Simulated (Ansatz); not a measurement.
# The perfect C wire along [111], 14 atoms a period, H-terminated

Aim: is the C wire along [111], 14 atoms a period, H-terminated a metal or a semiconductor?

Calculated with Ansatz 0.2.0; DFT PBE, plane waves, PAW; relaxation of a wire's period; PAW set soft_1, in the first sound run; inputs show where later runs differ.

Most raw output is cut from this account.

### 1. Starting point

The cell holds 32 atoms: 14 C and 18 H. Its edges and angles: a = 11.153 Å, b = 11.827 Å, c = 6.183 Å, α = 90.0°, β = 90.0°, γ = 90.0°. Vacuum lies along a and b. The structure's axis is c.

### 2. Relaxing the period

Band widths follow the bond lengths, so the wire is relaxed first. The atoms and the third cell vector are free; the box across stays fixed as vacuum. A Fermi-Dirac smearing is set since the result may be a metal. The pressure printed is a third of the stress's trace over the whole box, vacuum included; only the stress along the axis is relaxed.

The input, input.yaml:

```yaml
crystal:
  lattice:
    - [11.153, 0.0, 0.0]
    - [0.0, 11.827, 0.0]
    - [0.0, 0.0, 6.183421383]
  atoms:
    - { symbol: C, position: [0.386844452, 0.438375693, 0.0] }
    - { symbol: C, position: [0.613184558, 0.438375693, 0.0] }
    - { symbol: C, position: [0.386844452, 0.438375693, 0.25] }
    - { symbol: C, position: [0.500014505, 0.623221351, 0.25] }
    - { symbol: C, position: [0.613184558, 0.438375693, 0.25] }
    - { symbol: H, position: [0.304850713, 0.606247466, 0.272956835] }
    - { symbol: H, position: [0.500014505, 0.287477805, 0.272956835] }
    - { symbol: H, position: [0.695178297, 0.606247466, 0.272956835] }
[... 20 atom lines left out ...]
    - { symbol: H, position: [0.582008244, 0.667862686, 0.939623501] }
    - { symbol: H, position: [0.613184558, 0.349093024, 0.939623501] }
    - { symbol: H, position: [0.695178297, 0.483017028, 0.939623501] }
    - { symbol: C, position: [0.500014505, 0.623221351, 0.0] }
kpoints:
  mp_grid: { grid: [1, 1, 13] }
scf:
  occupations: { method: fermi_dirac, width: 0.05 }
hamiltonian:
  xc: pbe
  pseudopotentials: { kind: paw, azcp: { folder: soft_1 } }
relax:
  cell: { fix: [a, b, alpha, beta, gamma] }
  max_steps: 45
  f_tol: 0.03
```

The run is started by

```console
> ansatz run input.yaml --threads 4 --pin off --max-ram 16384MiB --backend cpu --events-out ev --progress --plain --runs-dir out
```

It took 46 s on 4 threads of AMD EPYC 7R13 (Zen 3), shared host; peak memory 1.7 GiB.

Step by step:

```tsv
step	energy less that of the first step (eV)	largest force component (eV/Å)	pressure (GPa)	volume (Å³)
1	0.0000	0.6348	-0.59	815.63
2	-0.2987	1.0010	-0.29	850.31
3	-0.3992	0.2724	-0.18	840.30
4	-0.4042	0.1298	-0.07	838.63
5	-0.4050	0.0272	-0.01	838.56
6*	-0.4221	0.0279	0.02	838.56
7	-0.4220	0.0046	0.00	839.16
8*	-0.4224	0.0046	0.00	839.16
```

Relaxation steps marked * repeat the geometry before them on a plane-wave basis chosen anew for their cell, so energy and pressure can jump there.

Forces are held to the 4 operations that the run works with; a distortion that breaks them can't arise in this run.

```tsv
cell as run	before	after	change
c (Å)	6.183	6.362	+2.9 %
```

The atoms that moved most (Å, along periodic axes as changes of fractional coordinates times the final cell, across vacuum about the mean position):

```tsv
atom	dx	dy	dz	length
H29	-0.030	0.006	0.074	0.080
H28	0.030	0.006	0.074	0.080
H21	-0.030	-0.006	-0.074	0.080
H20	0.030	-0.006	-0.074	0.080
H31	-0.010	-0.029	0.074	0.080
H26	0.010	-0.029	0.074	0.080
H23	-0.010	0.029	-0.074	0.080
H18	0.010	0.029	-0.074	0.080
```

Numbers from this step:

```yaml
cell_length_along_the_wire: 6.362 Å
```

The cell's length comes to 6.362 Å with spin left out.

### 3. Bands of the perfect wire

This step: DFT PBE, plane waves, PAW; bands of a perfect wire; PAW set soft_1 (Ansatz 0.2.0).

At the relaxed period the bands are computed along the axis; those that cross an energy going forward count the channels that a perfect wire would open there.

The input, input.yaml:

```yaml
crystal:
  lattice:
    - [11.153, 0.0, 0.0]
    - [0.0, 11.827, 0.0]
    - [0.0, 0.0, 6.3617675817]
  atoms:
    - { symbol: C, position: [0.388254397, 0.439154561, 0.007050078] }
    - { symbol: C, position: [0.611774613, 0.439154561, 0.007050078] }
    - { symbol: C, position: [0.388333707, 0.439194397, 0.24839435] }
    - { symbol: C, position: [0.500014505, 0.621608421, 0.248400948] }
    - { symbol: C, position: [0.611695303, 0.439194397, 0.24839435] }
    - { symbol: H, position: [0.307209544, 0.604963872, 0.278673487] }
    - { symbol: H, position: [0.500014505, 0.290057266, 0.278666604] }
    - { symbol: H, position: [0.692819466, 0.604963872, 0.278673487] }
[... 20 atom lines left out ...]
    - { symbol: H, position: [0.579275041, 0.668348709, 0.951278355] }
    - { symbol: H, position: [0.614993906, 0.351097826, 0.951269641] }
    - { symbol: H, position: [0.694249945, 0.480560093, 0.951281312] }
    - { symbol: C, position: [0.500014505, 0.621693452, 0.007053752] }
kpoints:
  mp_grid: { grid: [1, 1, 13] }
  band_path: { path: ["Γ", Z], npoints: 90 }
scf:
  occupations: { method: fermi_dirac, width: 0.05 }
hamiltonian:
  xc: pbe
  pseudopotentials: { kind: paw, azcp: { folder: soft_1 } }
output:
  dos: { e_range: [-5, 4] }
  write_potential: true
  write_density: true
  volumetric_format: npy
```

Elapsed: 49 s, on 4 threads; peak memory 3 GiB.

Numbers from this step:

```
band gap : 4.764 eV
```

The electronic bands at the labelled points (eV, zero at the Fermi level; v1 is the highest filled band, c1 the lowest empty one):

```tsv
point	v4	v3	v2	v1	c1	c2	c3	c4
Γ	-3.78	-2.57	-2.57	-2.38	2.39	3.23	3.30	3.45
halfway	-3.45	-2.70	-2.64	-2.64	2.56	3.42	3.54	3.66
Z	-2.97	-2.97	-2.89	-2.89	3.05	3.21	4.01	4.06
```

The gap is 4.76 eV, with spin left out.

The path shows a direct gap of 4.76 eV (valence top at Γ, conduction bottom at Γ).

### 4. Levels at the same atoms, cutoff 500 eV, k-mesh 1×1×10

This step: DFT r2SCAN, plane waves, PAW; bands of a perfect wire at the PBE geometry; PAW set soft_1 (Ansatz 0.2.0).

The atoms stay at the PBE geometry and the functional changes. r2SCAN also reads the kinetic-energy density; it often gives larger moments and wider gaps than PBE, at a higher cost. Against the first PBE run of this kind, the cutoff is 500 eV against 420 and the mesh along the wire has 10 points against 13.

Changes to input.yaml since step 3:

```diff
@@ -39,3 +39,3 @@
 kpoints:
-  mp_grid: { grid: [1, 1, 13] }
+  mp_grid: { grid: [1, 1, 10] }
   band_path: { path: ["Γ", Z], npoints: 90 }
@@ -44,8 +44,3 @@
 hamiltonian:
-  xc: pbe
+  xc: r2scan
   pseudopotentials: { kind: paw, azcp: { folder: soft_1 } }
-output:
-  dos: { e_range: [-5, 4] }
-  write_potential: true
-  write_density: true
-  volumetric_format: npy
```

The job ended after 79 s (4 threads; peak memory 4.8 GiB).

This step gave:

- band gap: 5.441 eV

Electronic bands along the path, in eV, zero at the Fermi level; v1 is the highest filled band, c1 the lowest empty one:

```tsv
point	v4	v3	v2	v1	c1	c2	c3	c4
Γ	-4.23	-2.95	-2.95	-2.71	2.73	3.61	3.72	3.86
halfway	-3.88	-3.06	-3.02	-3.02	2.90	3.81	3.96	4.08
Z	-3.38	-3.38	-3.29	-3.29	3.41	3.54	4.37	4.51
```

The gap is 5.44 eV, against 4.76 eV under PBE at the relaxed period.

### 5. Another level of theory, level HSE06, cutoff 420 eV

This step: DFT HSE06, plane waves, PAW; levels of a perfect wire at the PBE geometry; PAW set soft_1 (Ansatz 0.2.0).

The atoms stay at the PBE geometry and the functional changes. HSE06 mixes in a quarter of short-range exact exchange, which removes part of the self-interaction that closes gaps; it is dear, so the mesh is thinner and no path is run. Against the first PBE run of this kind, the mesh along the wire has 5 points against 13.

Changes to input.yaml since step 4:

```diff
@@ -39,4 +39,3 @@
 kpoints:
-  mp_grid: { grid: [1, 1, 10] }
-  band_path: { path: ["Γ", Z], npoints: 90 }
+  mp_grid: { grid: [1, 1, 5] }
 scf:
@@ -44,3 +43,3 @@
 hamiltonian:
-  xc: r2scan
+  xc: hse06
   pseudopotentials: { kind: paw, azcp: { folder: soft_1 } }
```

Wall time 83 s (4 threads); peak memory 7.6 GiB.

This step gave:

```
band gap : 5.717 eV
```

The gap is 5.72 eV, against 4.76 eV under PBE at the relaxed period.

### 6. What came out

- cell length, PBE: 6.362 Å
- gap, PBE: 4.76 eV
- gap, r2SCAN: 5.44 eV
- gap, HSE06: 5.72 eV

What this shows: Under PBE the cell's length is 6.36 Å, and a gap of 4.76 eV makes it a semiconductor. At the relaxed period the wire is gapped under every functional, from 4.76 eV (PBE) to 5.72 eV (HSE06). Weak screening in one dimension makes quasiparticle gaps larger than the semilocal gaps, as a rule. A hybrid's gap is read on a coarse mesh, without a band path.

[Logs are printed without paths, hosts, clocks, repeated set-up lines and the standing remarks that a program may print on its own settings, such as how far it seeks lower states.]

[Hosts, paths, dates, database ids (printed as entryN), source tags and the programs' standing remarks are cut or masked in the printed files.]
